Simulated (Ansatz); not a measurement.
# K on Nb(110): change of the work function

Aim: the work function of Nb(110) at several coverages of K (top site), and the dipole that each adsorbate carries.

Program: Ansatz 0.2.0. Level of theory: plane-wave DFT, PBE-D3(BJ), Ansatz PAW, in the first sound run; inputs show where later runs differ. Results are calculated unless marked as measured.

This is a report of a sequence of runs, with most program output left out.

## 1. The structure

The cell holds 4 atoms: 4 Nb. Its edges and angles: a = 2.858 Å, b = 2.858 Å, c = 25.000 Å, α = 90.0°, β = 90.0°, γ = 70.5°. Vacuum lies along c.

## 2. The clean slab

The bare slab comes first, as the zero from which every change is counted. The two lowest layers are held at bulk places and the upper ones relax. The dipole correction removes the false field that a one-sided slab makes across the periodic vacuum, so each face gets a flat vacuum level of its own.

input.yaml

```yaml
crystal:
  lattice:
    - [2.3334523779, -1.65, 0.0]
    - [2.3334523779, 1.65, 0.0]
    - [0.0, 0.0, 25.0003571337]
  atoms:
    - { symbol: Nb, position: [0.0, 0.0, 0.3599948573] }
    - { symbol: Nb, position: [0.5, 0.5, 0.4533316191] }
    - { symbol: Nb, position: [0.0, 0.0, 0.5466683809] }
    - { symbol: Nb, position: [0.5, 0.5, 0.6400051427] }
kpoints:
  mp_grid: { grid: [11, 11, 1] }
hamiltonian:
  xc: pbe
  dispersion: d3bj
scf:
  occupations: { method: fermi_dirac, width: 0.1 }
  convergence: { dr2_threshold: 1.0e-08 }
efield:
  axis: 3
  dipole_correction: true
  ramp_position: 0.97
  ramp_width: 0.06
relax:
  f_tol: 0.02
  max_steps: 60
  constraints: [{ sites: [0, 1] }]
output:
  write_potential: true
  write_density: true
  volumetric_format: npy
```

Started as:

```bash
ansatz run input.yaml --threads 4 --pin off --max-ram 12288MiB --backend cpu --events-out ev --progress --plain --runs-dir out
```

It took 18 s on 4 threads of Arm Neoverse V2, shared host; peak memory 0.55 GiB.

Step by step:

```
step  energy less that of the first step (eV)  largest force component (eV/Å)
   1                                   0.0000                          0.5242
   2                                  -0.0235                          0.4768
   3                                  -0.0376                          0.0761
   4                                  -0.0376                          0.0534
   5                                  -0.0382                          0.0019
```

Forces are held to the 4 operations that the run works with; a distortion that breaks them can't arise in this run.

The atoms that moved most (Å):

```
atom     dx     dy      dz  length
 Nb4  0.000  0.000  -0.150   0.150
 Nb3  0.000  0.000  -0.023   0.023
```

The relaxed structure:

```xyz
4
Lattice="2.3335 -1.6500 0.0000 2.3335 1.6500 0.0000 0.0000 0.0000 25.0004" Properties=species:S:1:pos:R:3
Nb    0.0000    0.0000    9.0000
Nb    2.3335    0.0000   11.3335
Nb    0.0000    0.0000   13.6435
Nb    2.3335    0.0000   15.8506
```

Numbers from this step:

| Item | Value |
| --- | --- |
| energy at zero smearing | -18209.3324 eV |
| work function, upper face | 4.473 eV |
| work function, lower face | 4.537 eV |
| dipole along the normal | 0.002721 e·Å |
| step between the vacuum levels | -0.06394 eV |

Running mean over 2.333 Å of the planar mean; the ramp of the sawtooth is left out. Electron's electrostatic potential energy less the Fermi level against z:

z (Å), electron's electrostatic potential energy less the Fermi level (eV) and a bar from the least value:
```
      3.5        4.5 ##############################
      4.0        4.5 ##############################
      4.5        4.5 ##############################
      5.0        4.5 ##############################
      5.5        4.5 ##############################
      6.0        4.3 ##############################
      6.5        4.0 #############################
      7.0        2.8 ###########################
      7.5       -0.5 #####################
      8.0       -5.9 ###########
      8.5       -9.9 ####
      9.0      -11.0 ##
      9.5      -11.0 ##
     10.0      -10.9 ##
     10.5      -10.9 ##
     11.0      -10.9 ##
     11.5      -11.0 ##
     12.0      -11.1 ##
     12.5      -11.2 ##
     13.0      -11.1 ##
     13.5      -11.0 ##
     14.0      -11.4 #
     14.5      -12.1 
     15.0      -12.2 
     15.5      -11.6 #
     16.0      -11.0 ##
     16.5       -9.0 ######
     17.0       -4.3 ##############
     17.5        0.7 #######################
     18.0        3.2 ############################
     18.5        4.1 #############################
     19.0        4.3 ##############################
     19.5        4.4 ##############################
     20.0        4.5 ##############################
     20.5        4.5 ##############################
     21.0        4.5 ##############################
     21.5        4.5 ##############################
```

The relaxation took 5 steps and lowered the energy by 0.038 eV; the largest force on the free atoms ends at 0.0019 eV/Å.

The work function of the upper face is 4.47 eV.

## 3. Adsorbate added, k-mesh 4×4×1, coverage 0.111 ML

System of this step: KNb36 (K/Nb(110)). The cell holds 37 atoms: 36 Nb and 1 K. Cell: a = 8.574 Å, b = 8.574 Å, c = 28.704 Å, α = 90.0°, β = 90.0°, γ = 70.5°. Vacuum lies along c.

The clean slab as it ended is repeated in the plane and the adsorbate is set on one face; the cell's size fixes the coverage, and the k-mesh shrinks with it to keep the sampling density about even. Adsorbate and upper layers relax, since the dipole depends on the height.

input.yaml

```yaml
crystal:
  lattice:
    - [7.0003571337, -4.95, 0.0]
    - [7.0003571337, 4.95, 0.0]
    - [0.0, 0.0, 28.704085496]
  atoms:
    - { symbol: Nb, position: [0.0, 0.0, 0.3135442166] }
    - { symbol: Nb, position: [0.1666666667, 0.1666666667, 0.3948376053] }
    - { symbol: Nb, position: [0.0, 0.0, 0.4753153404] }
    - { symbol: Nb, position: [0.1666666667, 0.1666666667, 0.5522066013] }
    - { symbol: Nb, position: [0.0, 0.3333333333, 0.3135442166] }
    - { symbol: Nb, position: [0.1666666667, 0.5, 0.3948376053] }
    - { symbol: Nb, position: [0.0, 0.3333333333, 0.4753153404] }
    - { symbol: Nb, position: [0.1666666667, 0.5, 0.5522066013] }
[... 25 atom lines left out ...]
    - { symbol: Nb, position: [0.8333333333, 0.8333333333, 0.3948376053] }
    - { symbol: Nb, position: [0.6666666667, 0.6666666667, 0.4753153404] }
    - { symbol: Nb, position: [0.8333333333, 0.8333333333, 0.5522066013] }
    - { symbol: K, position: [0.1666666667, 0.1666666667, 0.6864557834] }
kpoints:
  mp_grid: { grid: [4, 4, 1] }
hamiltonian:
  xc: pbe
  dispersion: d3bj
scf:
  occupations: { method: fermi_dirac, width: 0.1 }
  convergence: { dr2_threshold: 1.0e-08 }
efield:
  axis: 3
  dipole_correction: true
  ramp_position: 0.97
  ramp_width: 0.06
relax:
  f_tol: 0.02
  max_steps: 60
  constraints:
    - { sites: [0, 1, 4, 5, 8, 9, 12, 13, 16, 17, 20, 21, 24, 25, 28, 29, 32, 33] }
output:
  bader: true
  write_potential: true
  write_density: true
  volumetric_format: npy
```

Elapsed: 14 min, on 4 threads; peak memory 10 GiB.

The steps of the relaxation:

| step | energy less that of the first step (eV) | largest force component (eV/Å) |
| --- | --- | --- |
| 1 | 0.0000 | 0.7551 |
| 2 | -0.0928 | 0.7243 |
| 3 | -0.2653 | 0.5002 |
| 4 | -0.3421 | 0.2030 |
| 5 | -0.3546 | 0.1099 |
| 6 | -0.3588 | 0.0133 |

The run keeps the 4 symmetry operations that it works with, so distortions that break them were not tested.

The atoms that moved most (Å):

```
atom      dx      dy      dz  length
 K37   0.000   0.000  -0.709   0.709
 Nb4   0.000   0.000  -0.087   0.087
Nb32   0.000  -0.011   0.038   0.039
Nb24   0.000   0.011   0.038   0.039
Nb36  -0.013   0.000   0.025   0.028
Nb20   0.013   0.000   0.025   0.028
Nb28  -0.007   0.000   0.026   0.027
 Nb8   0.007   0.000   0.026   0.027
```

Final coordinates:

```cif
data_structure
_symmetry_space_group_name_H-M 'P 1'
_symmetry_Int_Tables_number 1
_cell_length_a 8.5737
_cell_length_b 8.5737
_cell_length_c 28.7041
_cell_angle_alpha 90.000
_cell_angle_beta 90.000
_cell_angle_gamma 70.529
_cell_volume 1989.29
loop_
_atom_site_label
_atom_site_type_symbol
_atom_site_fract_x
_atom_site_fract_y
_atom_site_fract_z
_atom_site_occupancy
Nb1 Nb 0.00000 0.00000 0.31354 1
Nb2 Nb 0.16667 0.16667 0.39484 1
Nb3 Nb 0.99912 0.99912 0.47513 1
Nb4 Nb 0.16667 0.16667 0.54917 1
Nb5 Nb 0.00000 0.33333 0.31354 1
Nb6 Nb 0.16667 0.50000 0.39484 1
Nb7 Nb 0.99856 0.33478 0.47457 1
Nb8 Nb 0.16713 0.50054 0.55310 1
Nb9 Nb 0.00000 0.66667 0.31354 1
Nb10 Nb 0.16667 0.83333 0.39484 1
Nb11 Nb 0.99980 0.66629 0.47519 1
Nb12 Nb 0.16621 0.83280 0.55310 1
Nb13 Nb 0.33333 0.00000 0.31354 1
Nb14 Nb 0.50000 0.16667 0.39484 1
Nb15 Nb 0.33478 0.99856 0.47457 1
Nb16 Nb 0.50054 0.16713 0.55310 1
Nb17 Nb 0.33333 0.33333 0.31354 1
Nb18 Nb 0.50000 0.50000 0.39484 1
Nb19 Nb 0.33421 0.33421 0.47513 1
Nb20 Nb 0.50093 0.50093 0.55308 1
Nb21 Nb 0.33333 0.66667 0.31354 1
Nb22 Nb 0.50000 0.83333 0.39484 1
Nb23 Nb 0.33353 0.66704 0.47519 1
Nb24 Nb 0.49890 0.83444 0.55352 1
Nb25 Nb 0.66667 0.00000 0.31354 1
Nb26 Nb 0.83333 0.16667 0.39484 1
Nb27 Nb 0.66629 0.99980 0.47519 1
Nb28 Nb 0.83280 0.16621 0.55310 1
Nb29 Nb 0.66667 0.33333 0.31354 1
Nb30 Nb 0.83333 0.50000 0.39484 1
Nb31 Nb 0.66704 0.33353 0.47519 1
Nb32 Nb 0.83444 0.49890 0.55352 1
Nb33 Nb 0.66667 0.66667 0.31354 1
Nb34 Nb 0.83333 0.83333 0.39484 1
Nb35 Nb 0.66667 0.66667 0.47519 1
Nb36 Nb 0.83240 0.83240 0.55308 1
K37 K 0.16667 0.16667 0.66176 1
```

Numbers from this step:

```
energy at zero smearing        : -165423.1019 eV
work function, upper face      : 2.275 eV
work function, lower face      : 4.538 eV
dipole along the normal        : 0.8666 e·Å
step between the vacuum levels : -2.263 eV
```

Running mean over 2.333 Å of the planar mean; the ramp of the sawtooth is left out. Table of electron's electrostatic potential energy less the Fermi level by z:

z (Å), electron's electrostatic potential energy less the Fermi level (eV) and a bar from the least value:
```
        4        4.5 ##############################
        5        4.5 ##############################
        6        4.3 ##############################
        7        2.8 ###########################
        8       -5.9 ###########
        9      -11.0 ##
       10      -11.0 ##
       11      -10.9 ##
       12      -11.2 #
       13      -11.2 #
       14      -11.3 #
       15      -12.0 
       16      -11.0 ##
       17       -4.6 #############
       18        2.0 #########################
       19        2.0 #########################
       20        1.9 #########################
       21        2.2 ##########################
       22        2.3 ##########################
       23        2.3 ##########################
       24        2.3 ##########################
       25        2.3 ##########################
```

The relaxation took 6 steps and lowered the energy by 0.36 eV; the largest force on the free atoms ends at 0.013 eV/Å.

The covered face has 2.27 eV, -2.20 eV against the clean one; the bare back face has moved by +0.00 eV, a measure of how thin the slab is.

## 4. Adsorbate added, k-mesh 6×6×1, coverage 0.25 ML

System of this step: KNb16 (K/Nb(110)). The cell holds 17 atoms: 16 Nb and 1 K. Its edges and angles: a = 5.716 Å, b = 5.716 Å, c = 28.704 Å, α = 90.0°, β = 90.0°, γ = 70.5°. Vacuum lies along c.

Another coverage, to see how the dipoles act on each other as their distance changes.

input.yaml

```yaml
crystal:
  lattice:
    - [4.6669047558, -3.3, 0.0]
    - [4.6669047558, 3.3, 0.0]
    - [0.0, 0.0, 28.704085496]
  atoms:
    - { symbol: Nb, position: [0.0, 0.0, 0.3135442166] }
    - { symbol: Nb, position: [0.25, 0.25, 0.3948376053] }
    - { symbol: Nb, position: [0.0, 0.0, 0.4753153404] }
    - { symbol: Nb, position: [0.25, 0.25, 0.5522066013] }
    - { symbol: Nb, position: [0.0, 0.5, 0.3135442166] }
    - { symbol: Nb, position: [0.25, 0.75, 0.3948376053] }
    - { symbol: Nb, position: [0.0, 0.5, 0.4753153404] }
    - { symbol: Nb, position: [0.25, 0.75, 0.5522066013] }
    - { symbol: Nb, position: [0.5, 0.0, 0.3135442166] }
    - { symbol: Nb, position: [0.75, 0.25, 0.3948376053] }
    - { symbol: Nb, position: [0.5, 0.0, 0.4753153404] }
    - { symbol: Nb, position: [0.75, 0.25, 0.5522066013] }
    - { symbol: Nb, position: [0.5, 0.5, 0.3135442166] }
    - { symbol: Nb, position: [0.75, 0.75, 0.3948376053] }
    - { symbol: Nb, position: [0.5, 0.5, 0.4753153404] }
    - { symbol: Nb, position: [0.75, 0.75, 0.5522066013] }
    - { symbol: K, position: [0.25, 0.25, 0.6864557834] }
kpoints:
  mp_grid: { grid: [6, 6, 1] }
hamiltonian:
  xc: pbe
  dispersion: d3bj
scf:
  occupations: { method: fermi_dirac, width: 0.1 }
  convergence: { dr2_threshold: 1.0e-08 }
efield:
  axis: 3
  dipole_correction: true
  ramp_position: 0.97
  ramp_width: 0.06
relax:
  f_tol: 0.02
  max_steps: 60
  constraints: [{ sites: [0, 1, 4, 5, 8, 9, 12, 13] }]
output:
  bader: true
  dos: { projected: true, e_range: [-8, 4] }
  write_potential: true
  write_density: true
  volumetric_format: npy
  elf: true
```

Run time: 5.1 min. Hardware: 4 threads; peak memory 3.2 GiB; 20 min of CPU time.

The steps of the relaxation:

| step | energy less that of the first step (eV) | largest force component (eV/Å) |
| --- | --- | --- |
| 1 | 0.0000 | 0.6047 |
| 2 | -0.0486 | 0.6303 |
| 3 | -0.2161 | 0.4824 |
| 4 | -0.2942 | 0.2581 |
| 5 | -0.3238 | 0.1259 |
| 6 | -0.3259 | 0.0406 |
| 7 | -0.3260 | 0.0022 |

Forces are held to the 4 operations that the run works with; a distortion that breaks them can't arise in this run.

The atoms that moved most (Å):

```
atom     dx      dy      dz  length
 K17  0.000   0.000  -0.729   0.729
Nb16  0.000   0.000   0.077   0.077
 Nb4  0.000   0.000  -0.073   0.073
Nb12  0.000   0.000   0.049   0.049
 Nb8  0.000   0.000   0.049   0.049
 Nb7  0.000   0.010  -0.017   0.020
Nb11  0.000  -0.010  -0.017   0.020
Nb15  0.006   0.000  -0.005   0.008
```

Final coordinates:

```xyz
17
Lattice="4.6669 -3.3000 0.0000 4.6669 3.3000 0.0000 0.0000 0.0000 28.7041" Properties=species:S:1:pos:R:3
Nb    0.0000    0.0000    9.0000
Nb    2.3335    0.0000   11.3335
Nb   -0.0058    0.0000   13.6385
Nb    2.3335    0.0000   15.7778
Nb    2.3335    1.6500    9.0000
Nb    4.6669    1.6500   11.3335
Nb    2.3335    1.6601   13.6261
Nb    4.6669    1.6500   15.8991
Nb    2.3335   -1.6500    9.0000
Nb    4.6669   -1.6500   11.3335
Nb    2.3335   -1.6601   13.6261
Nb    4.6669   -1.6500   15.8991
Nb    4.6669    0.0000    9.0000
Nb    7.0004    0.0000   11.3335
Nb    4.6727    0.0000   13.6385
Nb    7.0004    0.0000   15.9272
K     2.3335    0.0000   18.9751
```

This step gave:

```yaml
energy_at_zero_smearing: -74376.2434 eV
work_function_upper_face: 1.550 eV
work_function_lower_face: 4.534 eV
dipole_along_the_normal: 0.5079 e·Å
step_between_the_vacuum_levels: -2.984 eV
```

The density of states has structure finer than the step of the table below, so its rows give means over 0.2 eV, whole bins alone (the curve runs from -8 to 1.5 eV). Peaks (eV: height): -1.62: 42.2, -1.41: 34.3, -1.35: 34.5, -1.29: 38.5, -1.23: 37.3, -0.81: 31.2, -0.60: 31.0.

Density of states against energy, zero at the Fermi level; means over each step:

```
energy (eV)  density of states (states/eV a cell)
       -5.8                                     0
       -5.6                                 0.101
       -5.4                                 0.934
       -5.2                                 0.892
       -5.0                                  1.01
       -4.8                                  1.06
       -4.6                                  1.31
       -4.4                                  2.28
       -4.2                                  2.75
       -4.0                                  3.00
       -3.8                                  3.11
       -3.6                                  5.40
       -3.4                                  19.0
       -3.2                                  16.5
       -3.0                                  15.3
       -2.8                                  22.4
       -2.6                                  24.2
       -2.4                                  22.7
       -2.2                                  15.5
       -2.0                                  13.5
       -1.8                                  8.83
       -1.6                                  32.0
       -1.4                                  29.1
       -1.2                                  29.8
       -1.0                                  23.5
       -0.8                                  21.7
       -0.6                                  25.0
       -0.4                                  25.9
       -0.2                                  25.5
        0.0                                  22.7
        0.2                                  19.2
        0.4                                  14.6
        0.6                                  14.0
        0.8                                  14.4
        1.0                                  16.6
        1.2                                  14.5
        1.4                                  15.9
```

Projected DOS per atom over height of the atomic layer and energy from the Fermi level. Layers: Nb4 Nb4 Nb4 Nb4 K from below.

Ten even steps from '_' (0.00 states/eV) to '@' (2.23 states/eV), each cell a mean:
```
==::::==::
==::::==--
++::::==::
**++++##..
@@**++**__
##====%%..
%%%%##%%::
--++**++__
++======__
********__
--++**--__
::====::__
__________
__________
__________
__________
__________
__________
__________
__________
__________
__________
```
Columns: height of the atomic layer (Å) from 9 to 19.0 (not evenly spaced); rows upwards: energy from the Fermi level (eV) from -7.96 to 1.45.

ELF in the ca plane at fractional y = 0.250, with atoms of Nb and K within 0.2 Å of it. It is the smooth field of the valence electrons, not physical close to the nuclei.

Ten even steps from '0' (0.00) to '9' (0.87), each cell a mean:
```
34432223454323443332234310000000000000000000
34325763244334423675212221000000000000000000
44258786334335436878511122111111000000000000
54267367334445438637721122211111000000000000
44258786334335436878511122111111000000000000
34325763244334433675212221000000000000000000
34432323454323443332234310000000000000000000
34542234553223553323344101221000001100000000
34323442344334433443232026886300001100000000
44237885234334436886311169999620001110000000
44268477334445348558510289889830001110000000
44268477334445348558510289889830001110000000
44237885234334436886311169999620001110000000
34323432344334433443232026886300001100000000
34542234553223553323344101221000001000000000
```
Columns run along c (16.0 Å, from fractional 0.33 to 0.89 of the cell), rows up along a (5.7 Å). Atoms in or near the plane, at fractional coordinates: Nb at (0.39, 0.25), Nb at (0.55, 0.25), Nb at (0.39, 0.75), Nb at (0.55, 0.75), K at (0.66, 0.25).

Valence density in the ca plane at fractional y = 0.250, with atoms of Nb and K within 0.2 Å of it. It is the smooth field of the valence electrons, not physical close to the nuclei.

Ten even steps from '0' (0.0 e/Å³) to '9' (5.0 e/Å³), each cell a mean:
```
00000000000000000000000000000000000000000000
00002431000000001342000000000000000000000000
00026983100000013896200000000000000000000000
00038995100000015998300000000000000000000000
00026983100000013896200000000000000000000000
00002331000000001332000000000000000000000000
00000000000000000000000000000000000000000000
00000000000000000000000000000000000000000000
00001110000000001110000000110000000000000000
00014752000000013663000003541000000000000000
00038995100000027996100015873000000000000000
00038995100000027996100015874000000000000000
00014752000000013663000003441000000000000000
00001110000000001110000000110000000000000000
00000000000000000000000000000000000000000000
```
Columns run along c (16.0 Å, from fractional 0.33 to 0.89 of the cell), rows up along a (5.7 Å). Atoms in or near the plane, at fractional coordinates: Nb at (0.39, 0.25), Nb at (0.55, 0.25), Nb at (0.39, 0.75), Nb at (0.55, 0.75), K at (0.66, 0.25).

Electrostatic potential energy in the ca plane at fractional y = 0.250, with atoms of Nb and K within 0.2 Å of it. With pseudopotentials it is smooth inside the atoms' cores, unlike the true potential.

Ten even steps from '0' (-68 eV) to '9' (7 eV), each cell a mean:
```
99998889999999999888999999999999999999999999
99986457999999997546899999999999999999999999
99862014899999984002689999999999999999999999
99850003799999973000589999999999999999999999
99862014899999984102689999999999999999999999
99986457999999997546899999999999999999999999
99998889999999999888999999999999999999999999
99999999999999999999999999999999999999999999
99997778999999998778999998888999999999999999
99974236899999984225899986457899999999999999
99851003799999961002699974235899999999999999
99851003799999961002699974235899999999999999
99974136899999985225899986457899999999999999
99998778999999998778999998888999999999999999
99999999999999999999999999999999999999999999
```
Columns run along c (16.0 Å, from fractional 0.33 to 0.89 of the cell; values clipped at the 3rd and 97th percentile), rows up along a (5.7 Å). Atoms in or near the plane, at fractional coordinates: Nb at (0.39, 0.25), Nb at (0.55, 0.25), Nb at (0.39, 0.75), Nb at (0.55, 0.75), K at (0.66, 0.25).

The relaxation took 7 steps and lowered the energy by 0.33 eV; the largest force on the free atoms ends at 0.0022 eV/Å.

By hand: a sheet of dipoles makes a step −p/(ε₀A) in the electron's potential. With e/ε₀ = 180.95 V·Å, p = 0.5079 e·Å and A = 30.80 Å², that is −180.95 × (0.5079) / 30.80 = -2.984 eV, and the two vacuum levels of the run differ by -2.984 eV.

The covered face has 1.55 eV, -2.92 eV against the clean one; the bare back face has moved by -0.00 eV, a measure of how thin the slab is.

(Part 1 of 2 ends here.)

[Logs are printed without paths, hosts, clocks, repeated set-up lines and the standing remarks that a program may print on its own settings, such as how far it seeks lower states.]

[Hosts, paths, dates, database ids (printed as entryN), source tags and the programs' standing remarks are cut or masked in the printed files.]

[Maps of the electrostatic potential energy from Ansatz leave out the sawtooth potential of an applied field or a dipole correction, so their vacuum need not be flat; planar profiles and work functions include it.]

[The density of states shown here was stored with 400 of the rows of the run's finer table, so its peaks can read low, often by over a quarter, or be missed, and its means over a window can be off by a tenth or more.]
